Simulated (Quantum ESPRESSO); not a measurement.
# CaMn2As2: magnetism against volume, part 2 of 2

Aim: follow moments and order energies of CaMn2As2 with volume.

Quantum ESPRESSO 7.5; PBEsol; plane waves with GBRV 1.5 PBEsol potentials, no spin-orbit coupling.

So far, absolute magnetization (μB): step 2 (volume 0.8, ferro ++) 3.83; step 3 (antiferromagnetic, Kohn–Sham states 34, start moments [0.0 …) 4.13.

**5. Volume 1.16, ferro ++**

Contents of pw.in:

```
&CONTROL
  calculation = 'scf'
  prefix = 'pwscf'
  outdir = './tmp'
  pseudo_dir = './pseudo'
  disk_io = 'nowf'
  tprnfor = .true.
  tstress = .true.
/
&SYSTEM
  ibrav = 0
  nat = 5
  ntyp = 3
  ecutwfc = 40
  ecutrho = 280
  nbnd = 38
  occupations = 'smearing'
  smearing = 'fd'
  degauss = 0.00734986
  nspin = 2
  starting_magnetization(1) = 0
  starting_magnetization(2) = 0.2333
  starting_magnetization(3) = 0
/
&ELECTRONS
  conv_thr = 1d-08
  electron_maxstep = 150
  mixing_beta = 0.3
/
ATOMIC_SPECIES
Ca     40.0780 ca_pbesol_v1.uspp.F.UPF
Mn     54.9380 mn_pbesol_v1.5.uspp.F.UPF
As     74.9216 as_pbesol_v1.uspp.F.UPF
CELL_PARAMETERS angstrom
   4.2032251387    0.0000000000    0.0000000000
  -2.1016125694    3.6400997479    0.0000000000
   0.0000000000    0.0000000000    7.3503315675
ATOMIC_POSITIONS crystal
Ca      0.0000000000    0.0000000000    0.0000000000
Mn      0.3333333300    0.6666666700    0.6158690000
Mn      0.6666666700    0.3333333300    0.3841310000
As      0.6666666700    0.3333333300    0.7290990000
As      0.3333333300    0.6666666700    0.2709010000
K_POINTS automatic
8 8 4 0 0 0
```

The run is started by

```console
OMP_NUM_THREADS=1 mpirun -n 4 pw.x -nk 4 -in pw.in > pw.out
```

Output:

```text
     [... lines left out ...]
Program PWSCF v.7.5 starts
     [... lines left out ...]
     number of atoms/cell      =            5
     [... lines left out ...]
     number of electrons       =        50.00
     number of Kohn-Sham states=           38
     kinetic-energy cutoff     =      40.0000  Ry
     charge density cutoff     =     280.0000  Ry
     scf convergence threshold =      1.0E-08
     [... lines left out ...]
     12 Sym. Ops., with inversion, found
     [... lines left out ...]
     number of k points=    35  Fermi-Dirac smearing, width (Ry)=  0.0073
     [... lines left out ...]
     iteration # 16     ecut=    40.00 Ry     beta= 0.30
     [... lines left out ...]
     Magnetic moment per site  (integrated on atomic sphere of radius R)
     atom   1 (R=0.308)  charge=  8.4204  magn=  0.0423
     atom   2 (R=0.249)  charge= 13.2047  magn=  3.4632
     atom   3 (R=0.249)  charge= 13.2047  magn=  3.4632
     atom   4 (R=0.249)  charge=  2.9211  magn= -0.0674
     atom   5 (R=0.249)  charge=  2.9211  magn= -0.0674
     [... lines left out ...]
     the Fermi energy is     8.1806 ev
!    total energy              =    -577.08536898 Ry
     estimated scf accuracy    <          6.2E-09 Ry
     smearing contrib. (-TS)   =      -0.01393679 Ry
     [... lines left out ...]
     total magnetization       =     7.55 Bohr mag/cell
     absolute magnetization    =     7.95 Bohr mag/cell
     convergence has been achieved in  16 iterations
     [... lines left out ...]
     Total force =     0.003980     Total SCF correction =     0.000085
     [... lines left out ...]
          total   stress  (Ry/bohr**3)                   (kbar)     P=      -69.48
     [... lines left out ...]
```

Elapsed: 2.2 min, on 4 MPI ranks of Intel Xeon Platinum 8259CL at 2.50GHz (Skylake/Cascade Lake), shared host; peak memory 0.7 GiB.

Numbers from this step:

```yaml
smearing_term_ts: 0.1896 eV
pressure: -6.949 GPa
magnetization: 7.549 μB
absolute_magnetization: 7.948 μB
final_state: ferromagnetic
largest_moment: 3.463 μB
```

**6. An input with a fault**

One input was spoiled on purpose, to see how the program answers.

Edit pw.in of step 5 so:

```diff
@@ -16,5 +16,3 @@
   nbnd = 38
-  occupations = 'smearing'
-  smearing = 'fd'
-  degauss = 0.00734986
+  occupations = 'fixed'
   nspin = 2
@@ -26,3 +24,3 @@
   conv_thr = 1d-08
-  electron_maxstep = 150
+  electron_maxstep = 100
   mixing_beta = 0.3
@@ -34,5 +32,5 @@
 CELL_PARAMETERS angstrom
-   4.2032251387    0.0000000000    0.0000000000
-  -2.1016125694    3.6400997479    0.0000000000
-   0.0000000000    0.0000000000    7.3503315675
+   4.0003377127    0.0000000000    0.0000000000
+  -2.0001688564    3.4643940829    0.0000000000
+   0.0000000000    0.0000000000    6.9955350000
 ATOMIC_POSITIONS crystal
```

Output:

```text
     [... lines left out ...]
Program PWSCF v.7.5 starts
     Error in routine iosys (1):
     fixed occupations and lsda need tot_magnetization
 %%%%%%%%%%%%%%%%%%%%%%%%%%%%%%%%%%%%%%%%%%%%%%%%%%%%%%%%%%%%%%%%%%%%%%%%%%%%%%
     stopping ...
```

Elapsed: 0.77 s, on 4 MPI ranks; peak memory 0.05 GiB.

The program refused the input before any cycle.

The program's message: “iosys (1): fixed occupations and lsda need tot_magnetization”

The fault put into the input: fixed occupations for a magnet without a total moment.

**7. The series**

The runs not shown differ from these in the moved quantity alone.

Final states:

```
volume       ferro ++       antiferro +-  no spin polarisation
   0.8  ferromagnetic  antiferromagnetic          non-magnetic
  0.86  ferromagnetic  antiferromagnetic          non-magnetic
  0.92  ferromagnetic  antiferromagnetic          non-magnetic
  0.96  ferromagnetic  antiferromagnetic          non-magnetic
     1  ferromagnetic  antiferromagnetic          non-magnetic
  1.05  ferromagnetic  antiferromagnetic          non-magnetic
   1.1  ferromagnetic  antiferromagnetic          non-magnetic
  1.16  ferromagnetic  antiferromagnetic          non-magnetic
```

Table of largest site moment by volume:

```
volume (factor)  ferro ++ (μB)  antiferro +- (μB)
          0.800           1.64               1.75
          0.860           1.88               2.34
          0.920           2.15               2.75
          0.960           2.34               2.96
          1.000           2.53               3.15
          1.050           2.78               3.34
          1.100           3.06               3.51
          1.160           3.46               3.67
```

Table of energy less that of the parallel start by volume; values in meV a seeded atom:

```
volume (factor)  antiferro +-  no spin polarisation
          0.800          52.6                   110
          0.860        -0.515                   186
          0.920         -82.4                   275
          0.960          -141                   344
          1.000          -198                   421
          1.050          -263                   529
          1.100          -313                   653
          1.160          -343                   827
```

The energy over the lowest by volume; values in meV an atom:

```
volume (factor)  ferro ++  antiferro +-  no spin polarisation
          0.800       215           236                   259
          0.860       108           108                   182
          0.920      68.0          35.0                   178
          0.960      66.6          10.1                   204
          1.000      79.3             0                   248
          1.050       109          4.08                   321
          1.100       148          23.2                   409
          1.160       199          61.7                   530
```

**8. What came out**

| Quantity | Value |
| --- | --- |
| moment, parallel start | 1.64 to 3.46 μB |
| states met from these starts | antiferromagnetic and ferromagnetic |

In words: The moment of the parallel start goes from 1.64 μB at 0.8 to 3.46 μB at 1.16. The net moment of the cell goes from 3.41 to 7.55 μB. The radius of the spheres follows the nearest distance, so part of the change of the site moments is the spheres'. The largest moment of the start antiferro +- lies between 1.75 and 3.67 μB. The start antiferro +- crosses the parallel one in energy within the series: it lies lower at 0.92, 0.96, 1, 1.05, 1.1 and 1.16. Energies are free energies at an electronic temperature of 1160 K, which lowers moments and differences where the moments are itinerant.

[Logs and program files are shortened in this print: banners, set-up blocks, solver, clock and traceback lines can be left out without a mark of their own.]

[Logs are printed without paths, hosts, clocks, repeated set-up lines and the standing remarks that a program may print on its own settings, such as how far it seeks lower states.]

[Hosts, paths, dates, database ids (printed as entryN), source tags and the programs' standing remarks are cut or masked in the printed files.]

[Where a cell is said to come from a database of computed structures, the database is the Materials Project.]
